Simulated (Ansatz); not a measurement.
**W(100) with 4 thermally displaced layers, 2x2: scattering by thermal displacements**

How much do lattice vibrations at 500 K scatter the electrons of W? Layers with random displacements are laid between perfect leads, and the resistance is followed against their length. The measured value for the pure metal at this temperature is 10.3 µΩ cm (CRC Handbook of Chemistry and Physics, 84th ed., 2003, Electrical Resistivity of Pure Metals).

Main program and level: Ansatz 0.2.0; Ansatz plane-wave DFT, PBE, PAW files; ballistic transport by layer matching (Landauer), zero bias; PAW set soft_1.

Report form: the programs' logs are mostly left out.

**1. The starting structure**

The cell holds 56 atoms: 56 W. Its edges and angles: a = 6.330 Å, b = 6.330 Å, c = 22.154 Å, α = 90.0°, β = 90.0°, γ = 90.0°. It derives from W. Regions: lead, 40 atoms (40 W); scattering region, 16 atoms (16 W). The structure is stacked along c, and the current runs across the ab planes.

**2. With 4 displaced layers**

Each atom of 4 layers is moved at random, by amounts drawn from a normal law 0.0502 Å wide in each direction from the Debye model (400 K) at 500 K. The layers about the cell's end stay perfect and serve as the lead. Disorder leaves little or no symmetry, which makes such runs dear. Energies from -0.05 to 0.05 eV in steps of 0.05 eV are too few for the program's thermal sum, so it prints no conductance; for a metal the transmission near the Fermi level serves, at a fraction of the cost.

input.yaml

```yaml
crystal:
  lattice:
    - [6.3296, 0.0, 0.0]
    - [0.0, 6.3296, 0.0]
    - [0.0, 0.0, 22.1536]
  atoms:
    - { symbol: W, position: [0.0, 0.0, 0.0357142857] }
    - { symbol: W, position: [0.0, 0.5, 0.0357142857] }
    - { symbol: W, position: [0.5, 0.0, 0.0357142857] }
    - { symbol: W, position: [0.5, 0.5, 0.0357142857] }
    - { symbol: W, position: [0.25, 0.25, 0.1071428571] }
    - { symbol: W, position: [0.25, 0.75, 0.1071428571] }
    - { symbol: W, position: [0.75, 0.25, 0.1071428571] }
    - { symbol: W, position: [0.75, 0.75, 0.1071428571] }
[... 44 atom lines left out ...]
    - { symbol: W, position: [0.25, 0.25, 0.9642857143] }
    - { symbol: W, position: [0.25, 0.75, 0.9642857143] }
    - { symbol: W, position: [0.75, 0.25, 0.9642857143] }
    - { symbol: W, position: [0.75, 0.75, 0.9642857143] }
kpoints:
  mp_grid: { grid: [4, 4, 1] }
hamiltonian:
  xc: pbe
  pseudopotentials: { kind: paw, azcp: { folder: soft_1 } }
scf:
  occupations: { method: fermi_dirac, width: 0.1 }
output:
  transmission: { leads: [[0, 4]], kmesh: [8, 8], e_range: [-0.05, 0.05], de: 0.05 }
  write_potential: true
  write_density: true
  volumetric_format: npy
  elf: true
```

Run with:

```sh
> ansatz run input.yaml --threads 4 --pin off --max-ram 15360MiB --backend cpu --events-out ev --progress --plain --runs-dir out
```

Wall time 27 min (4 threads of Arm Neoverse N1, shared host); peak memory 7.9 GiB; 89 min of CPU time.

This step gave:

```yaml
free_energy: -581610.8554 eV
energy_at_zero_smearing: -581610.3670 eV
fermi_energy: 22.48 eV
cell_area: 40.06 Å²
transmission_per_spin_nearest_the_fermi_level: 5.082
open_channels_per_spin_nearest_the_fermi_level: 5.656
step_of_the_lead_s_potential: 2.8 meV
```

Per spin. Transmission, zone mean against energy, zero at the Fermi level:

| energy (eV) | transmission, zone mean |
| --- | --- |
| -0.0500 | 4.73 |
| 0.0000 | 5.08 |
| 0.0500 | 5.05 |

Per spin. Table of open channels, zone mean, lead by energy, zero at the Fermi level:

| energy (eV) | open channels, zone mean, lead |
| --- | --- |
| -0.0500 | 5.28 |
| 0.0000 | 5.66 |
| 0.0500 | 5.53 |

Transmission over k1 and k2. At 0.0000 eV from the Fermi level.

Values, 8 rows by 8 columns:
```
 1.6  1.0  2.9  3.9  5.8  3.9  3.0  1.0
 2.0  2.9  1.7  6.0  7.9  6.1  1.5  3.0
 4.0  3.9  6.2 11.1 13.1 11.5  6.5  4.0
 7.3  6.1  8.1 13.0 13.5 13.0  8.1  6.1
 4.0  4.0  6.5 11.5 13.1 11.1  6.2  3.9
 2.0  3.0  1.5  6.1  7.9  6.0  1.7  2.9
 1.6  1.0  3.0  3.9  5.8  3.9  2.9  1.0
 0.0  1.6  2.0  3.9  6.1  3.9  2.0  1.6
```
Columns: k1 (b1) from -0.5 to 0.375; rows upwards: k2 (b2) from -0.5 to 0.375.

Open channels over k1 and k2. At 0.0000 eV from the Fermi level.

Ten even steps from '_' (0.0) to '@' (14.0):
```
..__::::++::::__
..::..++##++..::
::::++@@@@@@++::
++++##@@@@@@##++
::::++@@@@@@++::
..::..++##++..::
..__::::++::::__
__....::++::....
```
Columns: k1 (b1) from -0.5 to 0.375; rows upwards: k2 (b2) from -0.5 to 0.375.

Electrostatic potential energy in the ca plane at fractional y = 0.000, with atoms of W within 0.2 Å of it. With pseudopotentials it is smooth inside the atoms' cores, unlike the true potential.

Ten even steps from '0' (-24 eV) to '9' (23 eV), each cell a mean:
```
50001699830002799610003899610005898400016998
73114899962125899841026999841137999731148999
98678999997678999975568999987789999986789999
99999999999999999999999999999999999999999999
99999999999999999999999999999999999999999999
98668999997678999987678999986679999976689999
73114899962125899852126999841026999731148999
50001699830002799720003899610004898400016998
40000599830001699710002799600003898300006997
61002799851003799840004899730026999510027998
86446899985347999975357999975468999864479999
99889999999889999998889999999899999998899999
99999999999999999999999999999999999999999999
99889999998889999999999999998899999998899999
86446899985347999975568999864358999853469999
61002799851003799831026999720016999510027998
40000599820001699610003899500004898300006997
```
Columns run along c (16.0 Å, from fractional 0.14 to 0.86 of the cell; values clipped at the 3rd and 97th percentile), rows up along a (6.3 Å). Atoms in or near the plane, at fractional coordinates: W at (0.18, 0.00), W at (0.18, 0.50), W at (0.32, 0.00), W at (0.32, 0.50), W at (0.46, 0.98), W at (0.47, 0.50), W at (0.61, 0.00), W at (0.61, 0.51), W at (0.75, 0.00), W at (0.75, 0.50).

ELF in the ca plane at fractional y = 0.000, with atoms of W within 0.2 Å of it. It is the smooth field of the valence electrons, not physical close to the nuclei.

Ten even steps from '0' (0.15) to '9' (0.66), each cell a mean:
```
29679124149587133186394142197693141395781340
25775256326873265258982365247752464268742563
41012466531012566522223566421014666410125665
65335655664235655653246655653356555643356556
65335655664235655664346655652246656642356556
41112466531012566531113566421123666311124665
26885256327874256237873365258872364268842563
29669124149487134068595143196493141395781240
39239113058067023076076032194294040481481230
28998135239996145159994254169982252399971451
22332366423332466423332566312222565223323664
53113565652124655641025666531135656521146656
65446655665356655664457655664456545654466556
53113566652014655642135666631125656521135656
22442366423432466422212566324432565234323664
28998135239896144159982253189982252399971451
39239113058067022186294041193183040481481230
```
Columns run along c (16.0 Å, from fractional 0.14 to 0.86 of the cell), rows up along a (6.3 Å). Atoms in or near the plane, at fractional coordinates: W at (0.18, 0.00), W at (0.18, 0.50), W at (0.32, 0.00), W at (0.32, 0.50), W at (0.46, 0.98), W at (0.47, 0.50), W at (0.61, 0.00), W at (0.61, 0.51), W at (0.75, 0.00), W at (0.75, 0.50).

Valence density in the ca plane at fractional y = 0.000, with atoms of W within 0.2 Å of it. It is the smooth field of the valence electrons, not physical close to the nuclei.

Ten even steps from '0' (0.3 e/Å³) to '9' (5.6 e/Å³), each cell a mean:
```
16995000027983000059981000059961000169940000
02441000002431000025640000014420000024410000
00000000000000000001100000000000000000000000
00000000000000000000000000000000000000000000
00000000000000000000000000000000000000000000
00000000000000000000000000000000000000000000
02442000003531000013430000025530000024410000
16995000027993000038982000059971000169940000
17996100028994000049993000059972000279950000
04773000015862000026861000026740000148730000
01110000001210000001210000001100000011100000
00000000000000000000000000000000000000000000
00000000000000000000000000000000000000000000
00000000000000000000000000000000000000000000
01210000001210000001100000002210000012100000
04773000015862000025640000037841000148730000
17996100028994000059981000169971000279950000
```
Columns run along c (16.0 Å, from fractional 0.14 to 0.86 of the cell), rows up along a (6.3 Å). Atoms in or near the plane, at fractional coordinates: W at (0.18, 0.00), W at (0.18, 0.50), W at (0.32, 0.00), W at (0.32, 0.50), W at (0.46, 0.98), W at (0.47, 0.50), W at (0.61, 0.00), W at (0.61, 0.51), W at (0.75, 0.00), W at (0.75, 0.50).

Over the solved energies the transmission per spin lies between 4.73 and 5.08, out of 5.49 channels of the lead on average (up to 5.66).

**3. With 8 displaced layers**

Each atom of 8 layers is moved at random, by amounts drawn from a normal law 0.0502 Å wide in each direction from the Debye model (400 K) at 500 K. A fresh draw is used; the growth of the resistance with length is what counts.

System of this step: W(100) with 8 thermally displaced layers, 2x2. The cell holds 72 atoms: 72 W. Its edges and angles: a = 6.330 Å, b = 6.330 Å, c = 28.483 Å, α = 90.0°, β = 90.0°, γ = 90.0°. It derives from W. Regions: lead, 40 atoms (40 W); scattering region, 32 atoms (32 W). The structure is stacked along c, and the current runs across the ab planes.

input.yaml

```yaml
crystal:
  lattice:
    - [6.3296, 0.0, 0.0]
    - [0.0, 6.3296, 0.0]
    - [0.0, 0.0, 28.4832]
  atoms:
    - { symbol: W, position: [0.0, 0.0, 0.0277777778] }
    - { symbol: W, position: [0.0, 0.5, 0.0277777778] }
    - { symbol: W, position: [0.5, 0.0, 0.0277777778] }
    - { symbol: W, position: [0.5, 0.5, 0.0277777778] }
    - { symbol: W, position: [0.25, 0.25, 0.0833333333] }
    - { symbol: W, position: [0.25, 0.75, 0.0833333333] }
    - { symbol: W, position: [0.75, 0.25, 0.0833333333] }
    - { symbol: W, position: [0.75, 0.75, 0.0833333333] }
[... 60 atom lines left out ...]
    - { symbol: W, position: [0.25, 0.25, 0.9722222222] }
    - { symbol: W, position: [0.25, 0.75, 0.9722222222] }
    - { symbol: W, position: [0.75, 0.25, 0.9722222222] }
    - { symbol: W, position: [0.75, 0.75, 0.9722222222] }
kpoints:
  mp_grid: { grid: [4, 4, 1] }
hamiltonian:
  xc: pbe
  pseudopotentials: { kind: paw, azcp: { folder: soft_1 } }
scf:
  occupations: { method: fermi_dirac, width: 0.1 }
output:
  transmission: { leads: [[0, 4]], kmesh: [8, 8], e_range: [-0.05, 0.05], de: 0.05 }
  write_potential: true
  write_density: true
  volumetric_format: npy
```

Elapsed: 39 min, on 4 threads; peak memory 8.2 GiB; 2.2 h of CPU time.

This step gave:

| Quantity | Value |
| --- | --- |
| free energy | -747784.6186 eV |
| energy at zero smearing | -747784.0043 eV |
| Fermi energy | 22.42 eV |
| transmission per spin nearest the Fermi level | 4.241 |
| open channels per spin nearest the Fermi level | 5.281 |
| step of the lead's potential | 6 meV |

Per spin. Table of transmission, zone mean by energy, zero at the Fermi level:

| energy (eV) | transmission, zone mean |
| --- | --- |
| -0.0500 | 4.02 |
| 0.0000 | 4.24 |
| 0.0500 | 4.52 |

Over the solved energies the transmission per spin lies between 4.02 and 4.52, out of 5.20 channels of the lead on average (up to 5.66).

**4. With 12 displaced layers**

Each atom of 12 layers is moved at random, by amounts drawn from a normal law 0.0502 Å wide in each direction from the Debye model (400 K) at 500 K. A fresh draw is used; the growth of the resistance with length is what counts.

System of this step: W(100) with 12 thermally displaced layers, 2x2. The cell holds 88 atoms: 88 W. Cell: a = 6.330 Å, b = 6.330 Å, c = 34.813 Å, α = 90.0°, β = 90.0°, γ = 90.0°. It derives from W. Regions: lead, 40 atoms (40 W); scattering region, 48 atoms (48 W). The structure is stacked along c, and the current runs across the ab planes.

input.yaml

```yaml
crystal:
  lattice:
    - [6.3296, 0.0, 0.0]
    - [0.0, 6.3296, 0.0]
    - [0.0, 0.0, 34.8128]
  atoms:
    - { symbol: W, position: [0.0, 0.0, 0.0227272727] }
    - { symbol: W, position: [0.0, 0.5, 0.0227272727] }
    - { symbol: W, position: [0.5, 0.0, 0.0227272727] }
    - { symbol: W, position: [0.5, 0.5, 0.0227272727] }
    - { symbol: W, position: [0.25, 0.25, 0.0681818182] }
    - { symbol: W, position: [0.25, 0.75, 0.0681818182] }
    - { symbol: W, position: [0.75, 0.25, 0.0681818182] }
    - { symbol: W, position: [0.75, 0.75, 0.0681818182] }
[... 76 atom lines left out ...]
    - { symbol: W, position: [0.25, 0.25, 0.9772727273] }
    - { symbol: W, position: [0.25, 0.75, 0.9772727273] }
    - { symbol: W, position: [0.75, 0.25, 0.9772727273] }
    - { symbol: W, position: [0.75, 0.75, 0.9772727273] }
kpoints:
  mp_grid: { grid: [4, 4, 1] }
hamiltonian:
  xc: pbe
  pseudopotentials: { kind: paw, azcp: { folder: soft_1 } }
scf:
  occupations: { method: fermi_dirac, width: 0.1 }
output:
  transmission: { leads: [[0, 4]], kmesh: [8, 8], e_range: [-0.05, 0.05], de: 0.05 }
  write_potential: true
  write_density: true
  volumetric_format: npy
```

Wall time 47 min (4 threads); peak memory 8.3 GiB.

This step gave:

| Quantity | Value |
| --- | --- |
| free energy | -913957.6980 eV |
| energy at zero smearing | -913956.9549 eV |
| transmission per spin nearest the Fermi level | 3.900 |
| step of the lead's potential | 4.9 meV |

Per spin. The transmission, zone mean by energy, zero at the Fermi level:

| energy (eV) | transmission, zone mean |
| --- | --- |
| -0.0500 | 3.73 |
| 0.0000 | 3.90 |
| 0.0500 | 4.15 |

Over the solved energies the transmission per spin lies between 3.73 and 4.15, out of 5.20 channels of the lead on average (up to 5.66).

**5. The fit**

This step: Ansatz plane-wave DFT, PBE, PAW files; ballistic transport by layer matching (Landauer), zero bias; resistivity from the slope of the area resistance; PAW set soft_1 (Ansatz 0.2.0).

This step gave:

```
resistivity           : 17.46 µΩ cm
intercept             : -0.006853 fΩ m²
scatter about the fit : 0.003360 fΩ m²
```

Resistance, by row:

| run | length (Å) | T | channels N | RA (fΩ m²) |
| --- | --- | --- | --- | --- |
| n4 | 6.33 | 4.957 | 5.49 | 0.1013 |
| n8 | 12.66 | 4.26 | 5.198 | 0.2189 |
| n12 | 18.99 | 3.926 | 5.198 | 0.3223 |

Table of area resistance by length of the displaced region:

| length of the displaced region (Å) | area resistance (fΩ m²) |
| --- | --- |
| 6.33 | 0.101 |
| 12.66 | 0.219 |
| 18.99 | 0.322 |

The area resistance goes from 0.10 to 0.32 fΩ m² between 6.3 and 19.0 Å, a slope of 17 µΩ cm.

By hand from the end points: (0.3223 − 0.1013) fΩ m² / (18.99 − 6.33) Å = 17 µΩ cm, since 1 fΩ m² per Å is 1000 µΩ cm.

**6. Results**

| Quantity | Value |
| --- | --- |
| resistivity from the slope | 17.5 µΩ cm |
| area resistance over 6.33 Å | 0.101 fΩ m² |
| area resistance over 12.7 Å | 0.219 fΩ m² |
| area resistance over 19.0 Å | 0.322 fΩ m² |

**Reading.** The slope gives 17 µΩ cm. The points scatter by 0.0034 fΩ m² about the line, with one random draw a length in a 2x2 cell, so the slope is a rough value. The mean square of the displacements drawn is 0.78, 0.91 and 1.0 of the nominal one at the three lengths; with each resistance scaled back by that, the slope is 15 µΩ cm, the value used below. The lead's own channel count moves between the runs (5.49, 5.20 and 5.20), which shifts RA and the slope too. Read with a model of isotropic scattering on a spherical Fermi surface and the lead's 1.1×10¹⁵ S/m², this slope means a mean free path near 54 Å; over these lengths the model's slope is 1.11 times its bulk resistivity, which would be 13 µΩ cm. Uncorrelated displacements put too much weight on short waves, which scatter strongly; with the sideways repeat of a small cell, one draw and three short lengths, the method is good to a factor of two or three. The measured value is 10.3 µΩ cm (CRC Handbook of Chemistry and Physics, 84th ed., 2003, Electrical Resistivity of Pure Metals); the scaled slope is 1.4 times that and the corrected value 1.3: fair for so small a cell. Spin-orbit coupling is left out, which matters for W.

[Logs are printed without paths, hosts, clocks, repeated set-up lines and the standing remarks that a program may print on its own settings, such as how far it seeks lower states.]

[Hosts, paths, dates, database ids (printed as entryN), source tags and the programs' standing remarks are cut or masked in the printed files.]
